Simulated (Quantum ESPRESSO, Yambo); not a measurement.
## SrTiO3 (Tausonite): G0W0 in Yambo against the screening cutoff

Aim: move the screening cutoff of a G0W0 run on SrTiO3 (Tausonite) over a wide range.

Method: PBE and many-body steps on it, plane waves, in Yambo 5.3.0.

**1. The starting structure**

It takes space group Pm-3m (No. 221, cubic). Conventional cell: a = 3.905 Å, b = 3.905 Å, c = 3.905 Å, α = 90.00°, β = 90.00°, γ = 90.00°. Nearest to Sr lie 12 O at 2.76 Å. Nearest to Ti lie 6 O at 1.95 Å. Nearest to O lie 2 Ti at 1.95 Å and 4 Sr at 2.76 Å. Farther neighbours and most contacts between anions are not listed.

Coordinates:

```xyz
5
Lattice="3.9053 0.0000 0.0000 0.0000 3.9053 0.0000 0.0000 0.0000 3.9053" Properties=species:S:1:pos:R:3 pbc="T T T"
Sr    1.9526    1.9526    1.9526
Ti    0.0000    0.0000    0.0000
O     1.9526    0.0000    0.0000
O     0.0000    1.9526    0.0000
O     0.0000    0.0000    1.9526
```

The cell and positions come from the Crystallography Open Database and are kept as given unless a step says otherwise.

**2. 2.5 Ha**

This step: Yambo 5.3.0; G0W0 on PBE, plane waves, norm-conserving pseudopotentials.

Now the one-shot GW correction: screening in the RPA, then the self-energy of the levels asked for.

gw7.in

```
HF_and_locXC
gw0
dyson
ppa
em1d
rim_cut
RandQpts= 1000000
RandGvec= 1 RL
EXXRLvcs= 76 Ry
VXCRLvcs= 304 Ry
Chimod= "HARTREE"
% BndsRnXp
 1 | 116 |
%
NGsBlkXp= 5 Ry
% LongDrXp
 1 | 1 | 1 |
%
% GbndRnge
 1 | 116 |
%
DysSolver= "n"
ExtendOut
PPAPntXp= 27.21138 eV
% QPkrange
 10 | 10 | 19 | 22 |
 1 | 1 | 19 | 22 |
%
```

Command:

```sh
OMP_NUM_THREADS=1 mpirun -n 8 yambo -F gw7.in -J gw7 -C gw7 > gw7.log
```

What it wrote:

```text
 Yambo, version 5.3.0

 [02] CORE Variables Setup
 =========================

  [... cell, symmetries and grids as in the set-up ...]

  [02.05] Energies & Occupations
  ==============================

  [X] === General ===
  [X] Electronic Temperature                        :  0.000000  0.000000 [eV K]
  [X] Bosonic    Temperature                        :  0.000000  0.000000 [eV K]
  [X] Finite Temperature mode                       : no
  [X] El. density                                   :  0.67159E+24 [cm-3]
  [X] Fermi Level                                   :  10.04689 [eV]

  [X] === Gaps and Widths ===
  [X] Conduction Band Min                           :  1.907630 [eV]
  [X] Valence Band Max                              :  0.000000 [eV]
  [X] Filled Bands                                  :  20
  [X] Empty Bands                                   :    21   402
  [X] Direct Gap                                    :  2.262761 [eV]
  [X] Direct Gap localized at k                     :  1
  [X] Indirect Gap                                  :  1.907630 [eV]
  [X] Indirect Gap between kpts                     :  10   1
  [X] Last valence band width                       :  0.731990 [eV]
  [X] 1st conduction band width                     :  2.609046 [eV]

 [03] Transferred momenta grid and indexing
 ==========================================

 IBZ Q-points                                      :  10
 BZ  Q-points                                      :   64

 K/Q-points units:
 rlu = crystal or reduced units; cc = cartesian coordinates; iku = interal k-units

 Q [ 1]         [rlu]:  0.000000  0.000000  0.000000
 Q [ 2]         [rlu]:  0.000000  0.000000  0.250000
 Q [ 3]         [rlu]:  0.000000  0.000000 -0.500000
 Q [ 4]         [rlu]:  0.000000  0.250000  0.250000
 Q [ 5]         [rlu]:  0.000000  0.250000 -0.500000
 Q [ 6]         [rlu]:  0.000000 -0.500000 -0.500000
 Q [ 7]         [rlu]:  0.250000  0.250000  0.250000
 Q [ 8]         [rlu]:  0.250000  0.250000 -0.500000
 Q [ 9]         [rlu]:  0.250000 -0.500000 -0.500000
 Q [10]         [rlu]: -0.500000 -0.500000 -0.500000

 [04] Coloumb potential Random Integration (RIM)
 ===============================================

  [04.01] RIM initialization
  ==========================

  * Diagonal components only detected *

  8 x (sBL volume)        :  0.077143 [a.u.]
  sBZ random points       :  1000000
  Points outside the sBZ  :   7992674
  RL volume               :  0.617144 [a.u.]
  Integrated volume       :  0.617710 [a.u.]

  [04.02] RIM integrals
  =====================

  Gamma point sphere radius             :  0.077218 [a.u.]
  Points outside the sphere             :   799758
  [Int_sBZ(q=0) 1/q^2]*(Vol_sBZ)^(-1/3) =:  7.677921
                                 should be <:  7.795600

  Summary of Coulomb integrals for non-metallic bands |Q|[au] RIM/Bare

  Q [1] 0.100000E-4 0.984904 * Q [2] 0.212848 1.050352
  Q [4] 0.301012 1.048056 * Q [7] 0.368663 1.034451
  Q [3] 0.425695 1.019613 * Q [5] 0.475942 1.017752
  Q [8] 0.521368 1.015471 * Q [6] 0.602024 1.012155
  Q [9] 0.638543 1.010963 * Q [10] 0.737326 1.008585

 [WARNING] [Xp] User bands 1-116 break level degeneracy

 [05] Dipoles
 ============

  [05.01] Setup: observables and procedures
  =========================================

  [WARNING] [x,Vnl] slows the Dipoles computation. To neglect it rename the ns.kb_pp file

 [06] Dynamic Dielectric Matrix (PPA)
 ====================================

 [SLK-Inversion]  Pools        :  2
 [SLK-Inversion]  BLACS grid   :  2  2

 [WR./gw7//ndb.pp]---------------------------------------------------------------
  Brillouin Zone Q/K grids (IBZ/BZ)                :   10   64   10   64
  RL vectors                                       :   5743 [WF]
  Coulomb cutoff potential                         : none
  Electronic Temperature                           :  0.000000 [K]
  Bosonic    Temperature                           :  0.000000 [K]
[...]
X matrix size                                    :   93
  X band range                                     :    1  116
  X e/h energy range                               : -1.000000 -1.000000 [eV]
  X Time ordering                                  : R
  X Hxc Kernel                                     : HARTREE
  X Drude frequency                                :  0.000000  0.000000
  X poles                                          :  100.0000 [o/o]
  RL vectors in the sum                            :   5743
  [r,Vnl] included                                 : yes
  Field direction                                  :  0.577350E-5  0.577350E-5  0.577350E-5
  BZ energy Double Grid                            : no
  BZ energy DbGd points                            : 0
  BZ Q point size factor                           : -1.000000
  X Optical Averaged directions                    : none

 [07] Local Exchange-Correlation + Non-Local Fock
 ================================================

 [VXC] Plane waves :   36041
 [EXS] Plane waves :   4553

 QP @ state[ 1 ] K range:  1  1
 QP @ state[ 1 ] b range:  19  22
 QP @ state[ 2 ] K range:  10  10
 QP @ state[ 2 ] b range:  19  22

 [xc] Functional : Perdew, Burke & Ernzerhof(X)+Perdew, Burke & Ernzerhof(C)
 [xc] LIBXC used to calculate xc functional
  PP Number of Atomic Species                      :  3
  NLCC RL compoments                               :   36041
  PP Number of Atomic Species                      :  3
  NLCC RL compoments                               :   36041

 [xc] E_xc :  -22.32465 [Ha]
      E_xc :  -44.64930 [Ry]

  Local XC kind (lXC) : Perdew, Burke & Ernzerhof(X)+Perdew, Burke & Ernzerhof(C)
  Non-Local XC kind (nlXC) : Hartree-Fock

  Corrections @ K [1] :  [eV]
 <19|nlXC|19> = -25.25794  0.19156E-16 <19|lXC|19> = -20.54183 -0.94408E-16
 <20|nlXC|20> = -25.25792  0.42888E-17 <20|lXC|20> = -20.54183 -0.37763E-15
 <21|nlXC|21> = -11.48491  0.20500E-18 <21|lXC|21> = -18.88299  0.000000
 <22|nlXC|22> = -11.48495 -0.13512E-17 <22|lXC|22> = -18.88299 -0.18882E-15

  Corrections @ K [10] :  [eV]
 <19|nlXC|19> = -25.09236  0.35197E-17 <19|lXC|19> = -20.19478 -0.18882E-15
 <20|nlXC|20> = -25.09236 -0.10315E-16 <20|lXC|20> = -20.19478  0.000000
 <21|nlXC|21> = -12.96586  0.25467E-17 <21|lXC|21> = -21.98336  0.78182E-16
 <22|nlXC|22> = -12.96589 -0.72100E-18 <22|lXC|22> = -21.98336  0.000000

  [07.01] Hartree-Fock occupations report
  =======================================

  [Hartree-Fock] === General ===
  [Hartree-Fock] Electronic Temperature             :  0.000000  0.000000 [eV K]
  [Hartree-Fock] Bosonic    Temperature             :  0.000000  0.000000 [eV K]
  [Hartree-Fock] Finite Temperature mode            : no
  [Hartree-Fock] El. density                        :  0.67159E+24 [cm-3]
  [Hartree-Fock] Fermi Level                        :  10.04689 [eV]

  [Hartree-Fock] === Gaps and Widths ===
  [Hartree-Fock] Conduction Band Min                :  1.988996 [eV]
  [Hartree-Fock] Valence Band Max                   : -0.043408 [eV]
  [Hartree-Fock] Filled Bands                       :  20
  [Hartree-Fock] Empty Bands                        :    21   402
  [Hartree-Fock] Direct Gap                         :  2.584134 [eV]
  [Hartree-Fock] Direct Gap localized at k          :  2
  [Hartree-Fock] Indirect Gap                       :  2.032404 [eV]
  [Hartree-Fock] Indirect Gap between kpts          :   9   2
  [Hartree-Fock] Last valence band width            :  5.027811 [eV]
  [Hartree-Fock] 1st conduction band width          :  11.54518 [eV]

 [08] Dyson equation: Newton solver
 ==================================

  [08.01] G0W0 (W PPA)
  ====================

  [  GW  ] Bands range     :    1  116
  [GW/PPA] G damping       :  0.100000 [eV]

  QP @ state[ 1 ] K range:  1  1
  QP @ state[ 1 ] b range:  19  22
  QP @ state[ 2 ] K range:  10  10
  QP @ state[ 2 ] b range:  19  22

   Sc/G bands                                       :    1  116
   Sc/G damping                                     :  0.100000 ev
   Sc bands terminator                              : no
   Sx RL components                                 :   4553

   QP @ state[ 1 ] K range                          :  1  1
   QP @ state[ 1 ] b range                          :  19  22
   QP @ state[ 2 ] K range                          :  10  10
   QP @ state[ 2 ] b range                          :  19  22
   GF energies kind                                 : Perdew, Burke & Ernzerhof(X)+Perdew, Burke & Ernzerhof(C)
   GF WF`s kind                                     : Perdew, Burke & Ernzerhof(X)+Perdew, Burke & Ernzerhof(C)
   Xs energies kind                                 : Perdew, Burke & Ernzerhof(X)+Perdew, Burke & Ernzerhof(C)
   Xs WF`s kind                                     : Perdew, Burke & Ernzerhof(X)+Perdew, Burke & Ernzerhof(C)

 [11] Game Over & Game summary
```

The job ended after 50 s (8 MPI ranks of Arm Neoverse V2, shared host; peak memory 3.4 GiB; 5.9 min of CPU time).

Numbers from this step:

```
G0W0 gap on the points computed              : 3.451 eV
starting gap on the mesh                     : 1.908 eV
k of the valence top                         : -0.5, -0.5, -0.5
k of the conduction bottom                   : 0, 0, 0
least direct G0W0 gap on the computed points : 3.793 eV
Z at the valence top                         : 0.7738
Z at the conduction bottom                   : 0.7829
```

The gap on the mesh goes from 1.91 eV to 3.45 eV, a correction of +1.54 eV.

**3. 4 Ha**

gw8.in, as its differences from gw7.in of step 2:

```diff
@@ -14,3 +14,3 @@
 %
-NGsBlkXp= 5 Ry
+NGsBlkXp= 8 Ry
 % LongDrXp
```

Command:

```sh
OMP_NUM_THREADS=1 mpirun -n 8 yambo -F gw8.in -J gw8 -C gw8 > gw8.log
```

What it wrote:

```text
 Yambo, version 5.3.0

 [02] CORE Variables Setup
 =========================

  [... cell, symmetries and grids as in the set-up ...]

  [02.05] Energies & Occupations
  ==============================

  [X] === General ===
  [X] Electronic Temperature                        :  0.000000  0.000000 [eV K]
  [X] Bosonic    Temperature                        :  0.000000  0.000000 [eV K]
  [X] Finite Temperature mode                       : no
  [X] El. density                                   :  0.67159E+24 [cm-3]
  [X] Fermi Level                                   :  10.04689 [eV]

  [X] === Gaps and Widths ===
  [X] Conduction Band Min                           :  1.907630 [eV]
  [X] Valence Band Max                              :  0.000000 [eV]
  [X] Filled Bands                                  :  20
  [X] Empty Bands                                   :    21   402
  [X] Direct Gap                                    :  2.262761 [eV]
  [X] Direct Gap localized at k                     :  1
  [X] Indirect Gap                                  :  1.907630 [eV]
  [X] Indirect Gap between kpts                     :  10   1
  [X] Last valence band width                       :  0.731990 [eV]
  [X] 1st conduction band width                     :  2.609046 [eV]

 [03] Transferred momenta grid and indexing
 ==========================================

 IBZ Q-points                                      :  10
 BZ  Q-points                                      :   64

 K/Q-points units:
 rlu = crystal or reduced units; cc = cartesian coordinates; iku = interal k-units

 Q [ 1]         [rlu]:  0.000000  0.000000  0.000000
 Q [ 2]         [rlu]:  0.000000  0.000000  0.250000
 Q [ 3]         [rlu]:  0.000000  0.000000 -0.500000
[...]
[Hartree-Fock] El. density                        :  0.67159E+24 [cm-3]
  [Hartree-Fock] Fermi Level                        :  10.04689 [eV]

  [Hartree-Fock] === Gaps and Widths ===
  [Hartree-Fock] Conduction Band Min                :  1.988996 [eV]
  [Hartree-Fock] Valence Band Max                   : -0.043408 [eV]
  [Hartree-Fock] Filled Bands                       :  20
  [Hartree-Fock] Empty Bands                        :    21   402
  [Hartree-Fock] Direct Gap                         :  2.584134 [eV]
  [Hartree-Fock] Direct Gap localized at k          :  2
  [Hartree-Fock] Indirect Gap                       :  2.032404 [eV]
  [Hartree-Fock] Indirect Gap between kpts          :   9   2
  [Hartree-Fock] Last valence band width            :  5.027811 [eV]
  [Hartree-Fock] 1st conduction band width          :  11.54518 [eV]

 [08] Dyson equation: Newton solver
 ==================================

  [08.01] G0W0 (W PPA)
  ====================

  [  GW  ] Bands range     :    1  116
  [GW/PPA] G damping       :  0.100000 [eV]

  QP @ state[ 1 ] K range:  1  1
  QP @ state[ 1 ] b range:  19  22
  QP @ state[ 2 ] K range:  10  10
  QP @ state[ 2 ] b range:  19  22

   Sc/G bands                                       :    1  116
   Sc/G damping                                     :  0.100000 ev
   Sc bands terminator                              : no
   Sx RL components                                 :   4553

   QP @ state[ 1 ] K range                          :  1  1
   QP @ state[ 1 ] b range                          :  19  22
   QP @ state[ 2 ] K range                          :  10  10
   QP @ state[ 2 ] b range                          :  19  22
   GF energies kind                                 : Perdew, Burke & Ernzerhof(X)+Perdew, Burke & Ernzerhof(C)
   GF WF`s kind                                     : Perdew, Burke & Ernzerhof(X)+Perdew, Burke & Ernzerhof(C)
   Xs energies kind                                 : Perdew, Burke & Ernzerhof(X)+Perdew, Burke & Ernzerhof(C)
   Xs WF`s kind                                     : Perdew, Burke & Ernzerhof(X)+Perdew, Burke & Ernzerhof(C)

 [11] Game Over & Game summary
```

The job ended after 67 s (8 MPI ranks; peak memory 3.4 GiB).

Numbers from this step:

```yaml
g0w0_gap_on_the_points_computed: 3.484 eV
starting_gap_on_the_mesh: 1.908 eV
k_of_the_valence_top: -0.5, -0.5, -0.5
k_of_the_conduction_bottom: 0, 0, 0
least_direct_g0w0_gap_on_the_computed_points: 3.844 eV
z_at_the_valence_top: 0.7685
z_at_the_conduction_bottom: 0.7804
```

Against the run before, the gap moves by +0.033 eV.

**4. 8 Ha**

gw9.in, as its differences from gw8.in of step 3:

```diff
@@ -14,3 +14,3 @@
 %
-NGsBlkXp= 8 Ry
+NGsBlkXp= 16 Ry
 % LongDrXp
```

Command:

```sh
OMP_NUM_THREADS=1 mpirun -n 8 yambo -F gw9.in -J gw9 -C gw9 > gw9.log
```

What it wrote:

```text
 Yambo, version 5.3.0

 [02] CORE Variables Setup
 =========================

  [... cell, symmetries and grids as in the set-up ...]

  [02.05] Energies & Occupations
  ==============================

  [X] === General ===
  [X] Electronic Temperature                        :  0.000000  0.000000 [eV K]
  [X] Bosonic    Temperature                        :  0.000000  0.000000 [eV K]
  [X] Finite Temperature mode                       : no
  [X] El. density                                   :  0.67159E+24 [cm-3]
[...]
QP @ state[ 1 ] b range                          :  19  22
   QP @ state[ 2 ] K range                          :  10  10
   QP @ state[ 2 ] b range                          :  19  22
   GF energies kind                                 : Perdew, Burke & Ernzerhof(X)+Perdew, Burke & Ernzerhof(C)
   GF WF`s kind                                     : Perdew, Burke & Ernzerhof(X)+Perdew, Burke & Ernzerhof(C)
   Xs energies kind                                 : Perdew, Burke & Ernzerhof(X)+Perdew, Burke & Ernzerhof(C)
   Xs WF`s kind                                     : Perdew, Burke & Ernzerhof(X)+Perdew, Burke & Ernzerhof(C)

 [11] Game Over & Game summary
```

The job ended after 4 min (8 MPI ranks; peak memory 3.4 GiB; 29 min of CPU time).

Numbers from this step:

* G0W0 gap on the points computed: 3.488 eV
* starting gap on the mesh: 1.908 eV
* k of the valence top: -0.5, -0.5, -0.5
* k of the conduction bottom: 0, 0, 0
* least direct G0W0 gap on the computed points: 3.859 eV

Against the run before, the gap moves by +0.003 eV.

**5. 10 Ha**

gw10.in, as its differences from gw9.in of step 4:

```diff
@@ -14,3 +14,3 @@
 %
-NGsBlkXp= 16 Ry
+NGsBlkXp= 20 Ry
 % LongDrXp
```

Command:

```sh
OMP_NUM_THREADS=1 mpirun -n 8 yambo -F gw10.in -J gw10 -C gw10 > gw10.log
```

What it wrote:

```text
 Yambo, version 5.3.0

 [02] CORE Variables Setup
 =========================

  [... cell, symmetries and grids as in the set-up ...]

  [02.05] Energies & Occupations
  ==============================

  [X] === General ===
  [X] Electronic Temperature                        :  0.000000  0.000000 [eV K]
  [X] Bosonic    Temperature                        :  0.000000  0.000000 [eV K]
  [X] Finite Temperature mode                       : no
  [X] El. density                                   :  0.67159E+24 [cm-3]
[...]
QP @ state[ 1 ] b range                          :  19  22
   QP @ state[ 2 ] K range                          :  10  10
   QP @ state[ 2 ] b range                          :  19  22
   GF energies kind                                 : Perdew, Burke & Ernzerhof(X)+Perdew, Burke & Ernzerhof(C)
   GF WF`s kind                                     : Perdew, Burke & Ernzerhof(X)+Perdew, Burke & Ernzerhof(C)
   Xs energies kind                                 : Perdew, Burke & Ernzerhof(X)+Perdew, Burke & Ernzerhof(C)
   Xs WF`s kind                                     : Perdew, Burke & Ernzerhof(X)+Perdew, Burke & Ernzerhof(C)

 [11] Game Over & Game summary
```

It took 7.2 min on 8 MPI ranks; peak memory 3.5 GiB.

Numbers from this step:

```
G0W0 gap on the points computed              : 3.473 eV
starting gap on the mesh                     : 1.908 eV
k of the valence top                         : -0.5, -0.5, -0.5
k of the conduction bottom                   : 0, 0, 0
least direct G0W0 gap on the computed points : 3.847 eV
```

Against the run before, the gap moves by −0.015 eV.

**6. Side by side**

Times are wall times on 8 MPI ranks of Arm Neoverse V2, shared host, good to a factor of about two.

| run | mesh | bands | screening cutoff (eV) | DFT gap (eV) | gap on the mesh (eV) | direct (eV) | time |
| --- | --- | --- | --- | --- | --- | --- | --- |
| 2.5 Ha | 4×4×4 | 116 | 68 | 1.908 | 3.451 | 3.793 | 50 s |
| 4 Ha | 4×4×4 | 116 | 108.8 | 1.908 | 3.484 | 3.844 | 67 s |
| 8 Ha | 4×4×4 | 116 | 217.7 | 1.908 | 3.488 | 3.859 | 4 min |
| 10 Ha | 4×4×4 | 116 | 272.1 | 1.908 | 3.473 | 3.847 | 7.2 min |

**7. Outcome**

| Quantity | Value |
| --- | --- |
| 2.5 Ha | 3.451 eV |
| 4 Ha | 3.484 eV |
| 8 Ha | 3.488 eV |
| 10 Ha | 3.473 eV |
| known limits | not at the basis limit; no spin-orbit coupling; coarse k mesh |

The setting moved: screening cutoff. From 2.5 Ha to 10 Ha the gap moves by +0.02 eV, for 8.5 times the time. The last step still moves it by −0.015 eV. Bands and screening cutoff are coupled, so a series along one setting does not show full convergence. Bands and cutoff are finite, so the gap is not at the basis limit. The miss can reach some tenths of an eV and take either sign; the mesh is an error of its own. In the G0W0 runs levels were corrected at 2 k points alone, so a gap called «on the mesh» is the least over those, and an edge elsewhere would be missed. The 4×4×4 mesh is coarse for this cell, which bears on the long-range parts of exchange and screening. This is the ideal cubic cell; many perovskites, halides above all, are cubic only on average, and local tilts or off-centring can widen the gap. The many-body steps are scalar-relativistic: spin-orbit coupling is not in them.

[Paths, hosts, dates, memory and timing lines, banners, echoed tables and standing remarks are left out of the program output.]

[Logs are printed without paths, hosts, clocks, repeated set-up lines and the standing remarks that a program may print on its own settings, such as how far it seeks lower states.]

[Runs of the session that timed out or met a known fault of the program may be left out.]

[Hosts, paths, dates, database ids (printed as entryN), source tags and the programs' standing remarks are cut or masked in the printed files.]
